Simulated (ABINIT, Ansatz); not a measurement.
# How the form of the self-energy moves the gap of AlGa3N4 (P-43m)

How much does the gap of AlGa3N4 (P-43m) depend on the approximation to the self-energy?

Method: PBEsol and many-body steps on it, plane waves, in ABINIT 10.8.3.

### Step 1. The structure

It takes space group P-43m (No. 215, cubic). The conventional cell has a = 4.472 Å, b = 4.472 Å, c = 4.472 Å, α = 90.00°, β = 90.00°, γ = 90.00°. Al has 4 N at 1.89 Å nearest. Ga has 4 N at 1.95 Å nearest. N has 1 Al at 1.89 Å and 3 Ga at 1.95 Å nearest. Farther neighbours and most contacts between anions are not listed.

The cell and positions are those that the Materials Project relaxed with its own functionals (PBE, PBE+U or r2SCAN), kept fixed.

### Step 2. Empty states on the mesh, 2×2×2 mesh, 206 bands

This step: ABINIT 10.8.3; DFT, PBEsol, plane waves, norm-conserving pseudopotentials.

The sums over transitions need many empty states on a uniform mesh; this step solves for them.

File run.abi:

```
acell 3*1.0 Angstrom
rprim 
  4.471685360000 0.000000000000 0.000000000000
  0.000000000000 4.471685360000 0.000000000000
  0.000000000000 0.000000000000 4.471685360000
ntypat 3
znucl 13 31 7
natom 8
typat 1 2 2 2 3 3 3 3
xred 
  0.000000000000 0.000000000000 0.000000000000
  0.500000000000 0.500000000000 0.000000000000
  0.500000000000 0.000000000000 0.500000000000
  0.000000000000 0.500000000000 0.500000000000
  0.755714420000 0.755714420000 0.244285580000
  0.755714420000 0.244285580000 0.755714420000
  0.244285580000 0.755714420000 0.755714420000
  0.244285580000 0.244285580000 0.244285580000
pp_dirpath "pseudos"
pseudos "Al.upf, Ga.upf, N.upf"
ecut 45
ngkpt 2 2 2
nshiftk 1
shiftk 0 0 0
kptopt 1
chksymbreak 0
iscf -2
irdden 1
istwfk *1
nband 206
nbdbuf 18
tolwfr 1e-09
nstep 60
prtvol 0
indata_prefix "in"
outdata_prefix "out"
tmpdata_prefix "tmp"
```

Started as:

```console
> OMP_NUM_THREADS=1 mpirun -n 4 abinit run.abi > log
```

Numbers of over 12 decimals in the logs are rounded to 6 here.

The program printed:

```text
.Version 10.8.3 of ABINIT. v10.8.2 released Aug 2026.

 Symmetries : space group P-4 3 m (#215); Bravais cP (primitive cubic)
[... echo of the input left out ...]
== DATASET  1 ==================================================================
-   mpi_nproc: 4, omp_nthreads: 1 (-1 if OMP is not activated)

--- !DatasetInfo
iteration_state: {dtset: 1, }
dimensions: {natom: 8, nkpt: 4, mband: 206, nsppol: 1, nspinor: 1, nspden: 1, mpw: 8744, }
cutoff_energies: {ecut:  45.0, pawecutdg:  -1.0, }
[...]
2.80964    2.80964    2.81777    2.81777    2.81777    2.84547    2.84547    2.84547
   2.84950    2.84950    2.88491    2.88491    2.93025    2.94577    2.94577    2.94578
   2.99036    2.99040    2.99095    3.03644    3.03751    3.04664
 prteigrs : prtvol=0 or 1, do not print more k-points.

== END DATASET(S) ==============================================================
================================================================================

 -outvars: echo values of variables after computation  --------
            nband         206
             nkpt           4
          spgroup         215
 [... the other variables as echoed above ...]

 Calculation completed.
```

The job ended after 3.2 min (4 MPI ranks of Intel Xeon Platinum 8259CL at 2.50GHz (Skylake/Cascade Lake), shared host; peak memory 0.54 GiB).

Numbers from this step:

```yaml
gap: 2.296 eV
k_of_the_valence_top: 0, 0, 0
k_of_the_conduction_bottom: 0, 0, 0
least_direct_gap: 2.296 eV
k_points_computed: 4
lowest_point_of_the_top_converged_band_above_the_valence_top: 70.2220 eV
```

On this mesh the gap is 2.296 eV.

The density comes from a self-consistent run that is not shown.

### Step 3. Screening, 2×2×2 mesh, 102 bands, screening to 114.3 eV

The RPA dielectric matrix is built and inverted for each q.

This step: RPA screening on PBEsol, plane waves, norm-conserving pseudopotentials.

Changes to run.abi since step 2:

```diff
@@ -26,10 +26,11 @@
 chksymbreak 0
-iscf -2
-irdden 1
 istwfk *1
-nband 206
-nbdbuf 18
-tolwfr 1e-09
-nstep 60
-prtvol 0
+occopt 1
+irdwfk 1
+optdriver 3
+nband 102
+ecuteps 4.2
+inclvkb 2
+awtr 1
+symchi 1
 indata_prefix "in"
```

The program printed:

```text
.Version 10.8.3 of ABINIT. v10.8.2 released Aug 2026.

 Symmetries : space group P-4 3 m (#215); Bravais cP (primitive cubic)
[... echo of the input left out ...]
== DATASET  1 ==================================================================
-   mpi_nproc: 4, omp_nthreads: 1 (-1 if OMP is not activated)

--- !DatasetInfo
iteration_state: {dtset: 1, }
dimensions: {natom: 8, nkpt: 4, mband: 102, nsppol: 1, nspinor: 1, nspden: 1, mpw: 8744, }
cutoff_energies: {ecut:  45.0, pawecutdg:  -1.0, }
electrons: {nelect:   8.60000000E+01, charge:   0.00000000E+00, occopt:   1.00000000E+00, tsmear:   1.00000000E-02, }

 SCREENING: Calculation of the susceptibility and dielectric matrices

 Based on a program developped by R.W. Godby, V. Olevano, G. Onida, and L. Reining.
 Incorporated in ABINIT by V. Olevano, G.-M. Rignanese, and M. Torrent.
.Using double precision arithmetic ; gwpc =  8

[... cell and pseudopotentials left out ...]
--------------------------------------------------------------------------------

 ==== K-mesh for the wavefunctions ====
 Number of points in the irreducible wedge :     4
[... list of points left out ...]
 Together with 24 symmetry operations and time-reversal symmetry
 yields     8 points in the full Brillouin Zone.

 ==== Q-mesh for the screening function ====
 Number of points in the irreducible wedge :     4
[... list of points left out ...]
 Together with 24 symmetry operations and time-reversal symmetry
 yields     8 points in the full Brillouin Zone.

 setmesh: FFT mesh size selected  =    36x   36x   36
          total number of points  =        46656

 vcoul_init : cutoff-mode = AUXILIARY_FUNCTION
 q-points for optical limit:   1
     1)      0.000010    0.000020    0.000030

- screening: taking advantage of time-reversal symmetry
- Maximum band index for partially occupied states nbvw = 43
- Remaining bands to be divided among processors   nbcw = 59
- Number of bands treated by each node ~14

 Number of electrons calculated from density =   86.0000; Expected =   86.0000
 average of density, n =  0.142524
 r_s =    1.1876
 omega_plasma =   36.4166 [eV]

 calculating chi0 at frequencies [eV] :
  1    0.000000E+00    0.000000E+00
  2    0.000000E+00    3.641662E+01

--------------------------------------------------------------------------------
  q-point number  1        q = ( 0.000000, 0.000000, 0.000000) [r.l.u.]
--------------------------------------------------------------------------------
[... chi0 elements left out ...]
 For q-point:  0.000010 0.000020 0.000030
  dielectric constant =   8.0707
  dielectric constant without local fields =   8.6517

  Average fulfillment of the sum rule on Im[epsilon] for q-point    1 :     24.83  [%]
[... wings left out ...]
  q-point number  2        q = ( 0.500000, 0.000000, 0.000000) [r.l.u.]
--------------------------------------------------------------------------------
[... chi0 elements left out ...]
  Average fulfillment of the sum rule on Im[epsilon] for q-point    2 :     29.31  [%]

 [... 2 further q-points ...]
```

Elapsed: 57 s, on 4 MPI ranks; peak memory 1.4 GiB.

Numbers from this step:

```yaml
eps_infinity_with_local_fields_on_this_mesh_along_the_program_s_q_direction: 8.071
the_same_without_local_fields: 8.652
plasma_frequency: 36.42 eV
plane_waves_in_the_screening_matrix: 251
```

Local fields lower ε∞ by 7 %. On a Γ-centred mesh this coarse the value itself is usually too large, while a short band sum pulls it down.

### Step 4. G0W0, Godby-Needs plasmon pole

The self-energy is evaluated for the states that the input lists, and the levels follow from it, in one-shot runs by the linearised quasiparticle equation.

This step: G0W0 on PBEsol, plane waves, norm-conserving pseudopotentials.

Changes to run.abi since step 3:

```diff
@@ -29,8 +29,15 @@
 irdwfk 1
-optdriver 3
+optdriver 4
 nband 102
+gwcalctyp 0
+ecutsigx 45
+symsigma 1
+nkptgw 1
+kptgw 
+  0.0000000000 0.0000000000 0.0000000000
+bdgw 
+  41 47
 ecuteps 4.2
-inclvkb 2
-awtr 1
-symchi 1
+irdscr 1
+ppmodel 1
 indata_prefix "in"
```

The program printed:

```text
.Version 10.8.3 of ABINIT. v10.8.2 released Aug 2026.

 Symmetries : space group P-4 3 m (#215); Bravais cP (primitive cubic)
[... echo of the input left out ...]
== DATASET  1 ==================================================================
-   mpi_nproc: 4, omp_nthreads: 1 (-1 if OMP is not activated)

--- !DatasetInfo
iteration_state: {dtset: 1, }
dimensions: {natom: 8, nkpt: 4, mband: 102, nsppol: 1, nspinor: 1, nspden: 1, mpw: 8744, }
cutoff_energies: {ecut:  45.0, pawecutdg:  -1.0, }
electrons: {nelect:   8.60000000E+01, charge:   0.00000000E+00, occopt:   1.00000000E+00, tsmear:   1.00000000E-02, }

 SIGMA: Calculation of the GW corrections

 Based on a program developped by R.W. Godby, V. Olevano, G. Onida, and L. Reining.
 Incorporated in ABINIT by V. Olevano, G.-M. Rignanese, and M. Torrent.
.Using double precision arithmetic ; gwpc =  8

[... cell and pseudopotentials left out ...]
--------------------------------------------------------------------------------

 ==== K-mesh for the wavefunctions ====
 Number of points in the irreducible wedge :     4
[... list of points left out ...]
 Together with 24 symmetry operations and time-reversal symmetry
 yields     8 points in the full Brillouin Zone.

 ==== Q-mesh for screening function ====
 Number of points in the irreducible wedge :     4
[... list of points left out ...]
 Together with 24 symmetry operations and time-reversal symmetry
 yields     8 points in the full Brillouin Zone.

 vcoul_init : cutoff-mode = AUXILIARY_FUNCTION
 q-points for optical limit:   1
     1)      0.000010    0.000020    0.000030
 setmesh: FFT mesh size selected  =    54x   54x   54
          total number of points  =       157464

 Number of electrons calculated from density =   86.0000; Expected =   86.0000
 average of density, n =  0.142524
 r_s =    1.1876
 omega_plasma =   36.4166 [eV]

 === KS Band Gaps ===
  >>>> For spin  1
   Minimum direct gap =   2.2961 [eV], located at k-point      :   0.0000  0.0000  0.0000
   Fundamental gap    =   2.2961 [eV], Top of valence bands at :   0.0000  0.0000  0.0000
                                       Bottom of conduction at :   0.0000  0.0000  0.0000
 SIGMA fundamental parameters:
 PLASMON POLE MODEL  1
 number of plane-waves for SigmaX                 8709
 number of plane-waves for SigmaC and W            251
 number of plane-waves for wavefunctions          8709
 number of bands                                   102
 number of independent spin polarizations            1
 number of spinorial components                      1
 number of k-points in IBZ                           4
 number of q-points in IBZ                           4
 number of symmetry operations                      24
 number of k-points in BZ                            8
 number of q-points in BZ                            8
 number of frequencies for dSigma/dE                 9
 frequency step for dSigma/dE [eV]                0.25
 number of omega for Sigma on real axis              0
 max omega for Sigma on real axis  [eV]           0.00
 zcut for avoiding poles [eV]                     0.10

 EPSILON^-1 parameters (SCR file):
 dimension of the eps^-1 matrix on file            251
 dimension of the eps^-1 matrix used               251
 number of plane-waves for wavefunctions          8709
 number of bands                                   102
 number of q-points in IBZ                           4
 number of frequencies                               2
 number of real frequencies                          1
 number of imag frequencies                          1

 matrix elements of self-energy operator (all in [eV])

 Perturbative Calculation

--- !SelfEnergy_ee
iteration_state: {dtset: 1, }
kpoint     : [   0.000,    0.000,    0.000, ]
spin       : 1
KS_gap     :    2.296
QP_gap     :    3.239
Delta_QP_KS:    0.943
data: !SigmaeeData |
     Band     E0 <VxcDFT>   SigX SigC(E0)      Z dSigC/dE  Sig(E)    E-E0       E
       41   6.453 -18.191 -21.692   3.763   0.794  -0.259 -17.983   0.208   6.661
       42   6.453 -18.191 -21.692   3.763   0.794  -0.259 -17.983   0.208   6.661
       43   6.453 -18.191 -21.692   3.763   0.794  -0.259 -17.983   0.208   6.661
       44   8.749 -13.984  -9.310  -3.265   0.817  -0.224 -12.834   1.151   9.900
       45   9.814 -11.751  -7.185  -3.477   0.835  -0.197 -10.842   0.909  10.723
       46   9.814 -11.751  -7.185  -3.477   0.835  -0.197 -10.842   0.909  10.723
       47   9.814 -11.751  -7.185  -3.477   0.835  -0.197 -10.842   0.909  10.723

== END DATASET(S) ==============================================================
================================================================================

 -outvars: echo values of variables after computation  --------
           etotal      0.0000000000E+00
            nband         102
             nkpt           4
          spgroup         215
 [... the other variables as echoed above ...]

 Calculation completed.
```

Run time: 14 s. Hardware: 4 MPI ranks; peak memory 1.1 GiB; 56 s of CPU time.

This step gave:

* G0W0 gap on the points computed: 3.239 eV
* starting gap on the mesh: 2.296 eV
* k of the valence top: 0, 0, 0
* k of the conduction bottom: 0, 0, 0
* Z at the valence top: 0.794
* Z at the conduction bottom: 0.817
* least direct G0W0 gap on the computed points: 3.239 eV

The gap on the mesh goes from 2.30 eV to 3.24 eV, a correction of +0.94 eV.

### Step 5. G0W0, Hybertsen-Louie plasmon pole

Changes to run.abi since step 4:

```diff
@@ -41,3 +41,3 @@
 irdscr 1
-ppmodel 1
+ppmodel 2
 indata_prefix "in"
```

The program printed:

```text
.Version 10.8.3 of ABINIT. v10.8.2 released Aug 2026.

 Symmetries : space group P-4 3 m (#215); Bravais cP (primitive cubic)
[... echo of the input left out ...]
== DATASET  1 ==================================================================
-   mpi_nproc: 4, omp_nthreads: 1 (-1 if OMP is not activated)

--- !DatasetInfo
iteration_state: {dtset: 1, }
dimensions: {natom: 8, nkpt: 4, mband: 102, nsppol: 1, nspinor: 1, nspden: 1, mpw: 8744, }
cutoff_energies: {ecut:  45.0, pawecutdg:  -1.0, }
electrons: {nelect:   8.60000000E+01, charge:   0.00000000E+00, occopt:   1.00000000E+00, tsmear:   1.00000000E-02, }

 SIGMA: Calculation of the GW corrections

 Based on a program developped by R.W. Godby, V. Olevano, G. Onida, and L. Reining.
 Incorporated in ABINIT by V. Olevano, G.-M. Rignanese, and M. Torrent.
.Using double precision arithmetic ; gwpc =  8

[... cell and pseudopotentials left out ...]
--------------------------------------------------------------------------------

 ==== K-mesh for the wavefunctions ====
 Number of points in the irreducible wedge :     4
[... list of points left out ...]
 Together with 24 symmetry operations and time-reversal symmetry
 yields     8 points in the full Brillouin Zone.

 ==== Q-mesh for screening function ====
 Number of points in the irreducible wedge :     4
[... list of points left out ...]
 Together with 24 symmetry operations and time-reversal symmetry
 yields     8 points in the full Brillouin Zone.

 vcoul_init : cutoff-mode = AUXILIARY_FUNCTION
 q-points for optical limit:   1
     1)      0.000010    0.000020    0.000030
 setmesh: FFT mesh size selected  =    54x   54x   54
          total number of points  =       157464

 Number of electrons calculated from density =   86.0000; Expected =   86.0000
[...]
number of q-points in BZ                            8
 number of frequencies for dSigma/dE                 9
 frequency step for dSigma/dE [eV]                0.25
 number of omega for Sigma on real axis              0
 max omega for Sigma on real axis  [eV]           0.00
 zcut for avoiding poles [eV]                     0.10

 EPSILON^-1 parameters (SCR file):
 dimension of the eps^-1 matrix on file            251
 dimension of the eps^-1 matrix used               251
 number of plane-waves for wavefunctions          8709
 number of bands                                   102
 number of q-points in IBZ                           4
 number of frequencies                               2
 number of real frequencies                          1
 number of imag frequencies                          1

 matrix elements of self-energy operator (all in [eV])

 Perturbative Calculation

--- !SelfEnergy_ee
iteration_state: {dtset: 1, }
kpoint     : [   0.000,    0.000,    0.000, ]
spin       : 1
KS_gap     :    2.296
QP_gap     :    3.232
Delta_QP_KS:    0.936
data: !SigmaeeData |
     Band     E0 <VxcDFT>   SigX SigC(E0)      Z dSigC/dE  Sig(E)    E-E0       E
       41   6.453 -18.191 -21.692   3.544   0.883  -0.133 -18.154   0.037   6.491
       42   6.453 -18.191 -21.692   3.544   0.883  -0.133 -18.154   0.037   6.491
       43   6.453 -18.191 -21.692   3.544   0.883  -0.133 -18.154   0.037   6.491
       44   8.749 -13.984  -9.310  -3.579   0.889  -0.125 -13.011   0.974   9.723
       45   9.814 -11.751  -7.185  -3.629   0.896  -0.116 -10.912   0.839  10.653
       46   9.814 -11.751  -7.185  -3.629   0.896  -0.116 -10.912   0.839  10.653
       47   9.814 -11.751  -7.185  -3.629   0.896  -0.116 -10.912   0.839  10.653

== END DATASET(S) ==============================================================
================================================================================

 -outvars: echo values of variables after computation  --------
           etotal      0.0000000000E+00
            nband         102
             nkpt           4
          spgroup         215
 [... the other variables as echoed above ...]

 Calculation completed.
```

Run time: 17 s. Hardware: 4 MPI ranks; peak memory 1.1 GiB; 65 s of CPU time.

This step gave:

* G0W0 gap on the points computed: 3.232 eV
* starting gap on the mesh: 2.296 eV
* k of the valence top: 0, 0, 0
* k of the conduction bottom: 0, 0, 0
* Z at the valence top: 0.883
* Z at the conduction bottom: 0.889
* least direct G0W0 gap on the computed points: 3.232 eV

Against G0W0 in ABINIT (2×2×2 mesh, 102 bands, screening to 114.3 eV, Godby-Needs plasmon pole), the gap moves by −0.007 eV.

[end of part 1 of 2]

[Paths, hosts, dates, memory and timing lines, banners, echoed tables and standing remarks are left out of the program output.]

[Logs are printed without paths, hosts, clocks, repeated set-up lines and the standing remarks that a program may print on its own settings, such as how far it seeks lower states.]

[Runs of the session that timed out or met a known fault of the program may be left out.]

[No measured gap is set beside runs whose start may be inverted or whose files or cutoffs have a known fault.]

[Hosts, paths, dates, database ids (printed as entryN), source tags and the programs' standing remarks are cut or masked in the printed files.]

[G0W0 gaps are taken among the corrected bands and points alone; a level outside them can change the order at an edge.]

[Where Ansatz stands beside ABINIT at settings called matched, ABINIT's density can come from a denser mesh and the files from another edition; pairs whose starting gaps differed by over 0.03 eV were left out, so agreement reads better than it is.]
